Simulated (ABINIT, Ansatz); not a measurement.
# BaIBr (Pnma): changed settings of a GW run in ABINIT, part 2 of 2

Aim: change inputs of a GW run on BaIBr (Pnma) and see what moves.

ABINIT 10.8.3; PBEsol and many-body steps on it, plane waves. Known limits of the many-body steps: not at the basis limit; no spin-orbit coupling; coarse k mesh.

So far. Step 2 (Screening, 2×2×1 mesh, 199 bands, screening to 98 eV): Local fields lower ε∞ by 15 %. On a Γ-centred mesh this coarse the value itself is usually too large, while a short band sum pulls it down. Step 3 (Base): The gap on the mesh goes from 3.42 eV to 4.97 eV, a correction of +1.55 eV.

## Step 5: Point off the mesh

Level of this step: G0W0 on PBEsol, plane waves, norm-conserving pseudopotentials (ABINIT).

run.abi reads:

```
acell 3*1.0 Angstrom
rprim 
  8.814460390000 0.000000000000 0.000000000000
  0.000000000000 5.124291030000 0.000000000000
  0.000000000000 0.000000000000 10.191678390000
ntypat 3
znucl 56 53 35
natom 12
typat 1 1 1 1 2 2 2 2 3 3 3 3
xred 
  0.728824540000 0.250000000000 0.375137030000
  0.271175460000 0.750000000000 0.624862970000
  0.771175460000 0.750000000000 0.875137030000
  0.228824540000 0.250000000000 0.124862970000
  0.471610560000 0.250000000000 0.831776550000
  0.528389440000 0.750000000000 0.168223450000
  0.028389440000 0.750000000000 0.331776550000
  0.971610560000 0.250000000000 0.668223450000
  0.856471900000 0.250000000000 0.066685850000
  0.143528100000 0.750000000000 0.933314150000
  0.643528100000 0.750000000000 0.566685850000
  0.356471900000 0.250000000000 0.433314150000
pp_dirpath "pseudos"
pseudos "Ba.upf, I.upf, Br.upf"
ecut 31
ngkpt 2 2 1
nshiftk 1
shiftk 0 0 0
kptopt 1
chksymbreak 0
istwfk *1
occopt 1
irdwfk 1
optdriver 4
nband 199
gwcalctyp 0
ecutsigx 31
symsigma 1
nkptgw 1
kptgw 
  0.137 0.291 0
bdgw 
  48 49
ecuteps 3.6
irdscr 1
ppmodel 1
indata_prefix "in"
outdata_prefix "out"
tmpdata_prefix "tmp"
```

The run is started by

```
$ OMP_NUM_THREADS=1 mpirun -n 8 abinit run.abi > log
```

Output:

```text
.Version 10.8.3 of ABINIT. v10.8.2 released Aug 2026.

 Symmetries : space group Pn m a (# 62); Bravais oP (primitive ortho.)
================================================================================
 Values of the parameters that define the memory need of the present run
     intxc =       0    ionmov =       0      iscf =       7    lmnmax =       6
     lnmax =       6     mgfft =     100  mpssoang =       3    mqgrid =    4828
     natom =      12  nloc_mem =       1    nspden =       1   nspinor =       1
    nsppol =       1      nsym =       8    n1xccc =    2501    ntypat =       3
    occopt =       1   xclevel =       2
-    mband =         199        mffmem =           1         mkmem =           1
       mpw =       25646          nfft =      450000          nkpt =           4
================================================================================
  Rough estimation (10% accuracy) of disk space for files :
================================================================================

--------------------------------------------------------------------------------
------------- Echo of variables that govern the present computation ------------
--------------------------------------------------------------------------------
 -outvars: echo values of preprocessed input variables --------
            acell      1.8897261259E+00  1.8897261259E+00  1.8897261259E+00 Bohr

             bdgw          48      49
      chksymbreak           0
             ecut      3.10000000E+01 Hartree
          ecuteps      3.60000000E+00 Hartree
         ecutsigx      3.10000000E+01 Hartree
          ecutwfn      3.10000000E+01 Hartree
-          fftalg         312
           irdscr           1
           irdwfk           1

              ixc     -116133
[...]
--- l  ekb(1:nproj) -->
[...]
pspatm: atomic psp has been read  and splines computed

- I Generated using ONCVPSP code by D. R. Hamann
- 53.00000   7.00000  180301                  znucl, zion, pspdat
12 -116133 2 -1 1182                          pspcod,pspxc,lmax,lloc,mmax
     nproj     2     2     2
  pspatm : epsatm=   18.14238455
         --- l  ekb(1:nproj) -->
[...]
pspatm: atomic psp has been read  and splines computed

- Br Generated using ONCVPSP code by D. R. Hamann
- 35.00000   7.00000  180301                  znucl, zion, pspdat
12 -116133 2 -1 1098                          pspcod,pspxc,lmax,lloc,mmax
     nproj     2     2     2
  pspatm : epsatm=   10.94932683
         --- l  ekb(1:nproj) -->
[...]
1    5.393311    0.892021
             2    2.527513    0.394763
 pspatm: atomic psp has been read  and splines computed

   2.12989028E+04                                ecore*ucvol(ha*bohr**3)
--------------------------------------------------------------------------------

 ==== K-mesh for the wavefunctions ====
 Number of points in the irreducible wedge :     4
 Reduced coordinates and weights :

     1)     0.00000000E+00  0.00000000E+00  0.00000000E+00       0.25000
     2)     5.00000000E-01  0.00000000E+00  0.00000000E+00       0.25000
     3)     0.00000000E+00  5.00000000E-01  0.00000000E+00       0.25000
     4)     5.00000000E-01  5.00000000E-01  0.00000000E+00       0.25000

 Together with  8 symmetry operations and time-reversal symmetry
 yields     4 points in the full Brillouin Zone.

--- !ERROR
message: |
    k-point [ 1.3700E-01,  2.9100E-01,  0.0000E+00]  not in the list of k points treated in the preparatory SCF run.
     Change kptgw, or shiftk of previous run.

--- !ERROR
message: |
    k-point [ 1.3700E-01,  2.9100E-01,  0.0000E+00]  not in the list of k points treated in the preparatory SCF run.
     Change kptgw, or shiftk of previous run.

--- from the log ---
k-point [ 1.3700E-01,  2.9100E-01,  0.0000E+00]  not in the list of k points treated in the preparatory SCF run.
     Change kptgw, or shiftk of previous run.
```

It took 5.6 s on 8 MPI ranks of Arm Neoverse N1, shared host; peak memory 0.37 GiB.

The run stopped with an error after 5.6 s.

The program's words: k-point [ 1.3700E-01,  2.9100E-01,  0.0000E+00]  not in the list of k points treated in the preparatory SCF run. Change kptgw, or shiftk of previous run.

The fault put into this input: point off the mesh.

## Step 6: The runs together

Times are wall times on 8 MPI ranks of Arm Neoverse N1, shared host, good to a factor of about two. A run's time includes the screening step that it read.

```
            run   mesh  bands  screening cutoff (eV)  DFT gap (eV)  gap on the mesh (eV)  direct (eV)  ε∞ used     time
           base  2×2×1    199                     98         3.423                 4.974        4.974     4.09  7.3 min
exchange cutoff  2×2×1    199                     98         3.423                 4.974        4.974     4.09  7.4 min
```

## Step 7: Outcome

| Property | Result |
| --- | --- |
| base | 4.974 eV |
| exchange cutoff | 4.974 eV |
| known limits | not at the basis limit; no spin-orbit coupling; coarse k mesh |

What this shows: Exchange cutoff: no change against base (keys changed: ecutsigx). Bands and cutoff are finite, so the gap is not at the basis limit. The miss can reach some tenths of an eV and take either sign; the mesh is an error of its own. In the G0W0 runs levels were corrected at 1 k point alone, so a gap called «on the mesh» is the least over those, and an edge elsewhere would be missed. The 2×2×1 mesh is coarse for this cell, which bears on the long-range parts of exchange and screening. The many-body steps are scalar-relativistic: spin-orbit coupling is not in them.

[Paths, hosts, dates, memory and timing lines, banners, echoed tables and standing remarks are left out of the program output.]

[Logs are printed without paths, hosts, clocks, repeated set-up lines and the standing remarks that a program may print on its own settings, such as how far it seeks lower states.]

[Runs of the session that timed out or met a known fault of the program may be left out.]

[Hosts, paths, dates, database ids (printed as entryN), source tags and the programs' standing remarks are cut or masked in the printed files.]

[G0W0 gaps are taken among the corrected bands and points alone; a level outside them can change the order at an edge.]

[Where Ansatz stands beside ABINIT at settings called matched, ABINIT's density can come from a denser mesh and the files from another edition; pairs whose starting gaps differed by over 0.03 eV were left out, so agreement reads better than it is.]
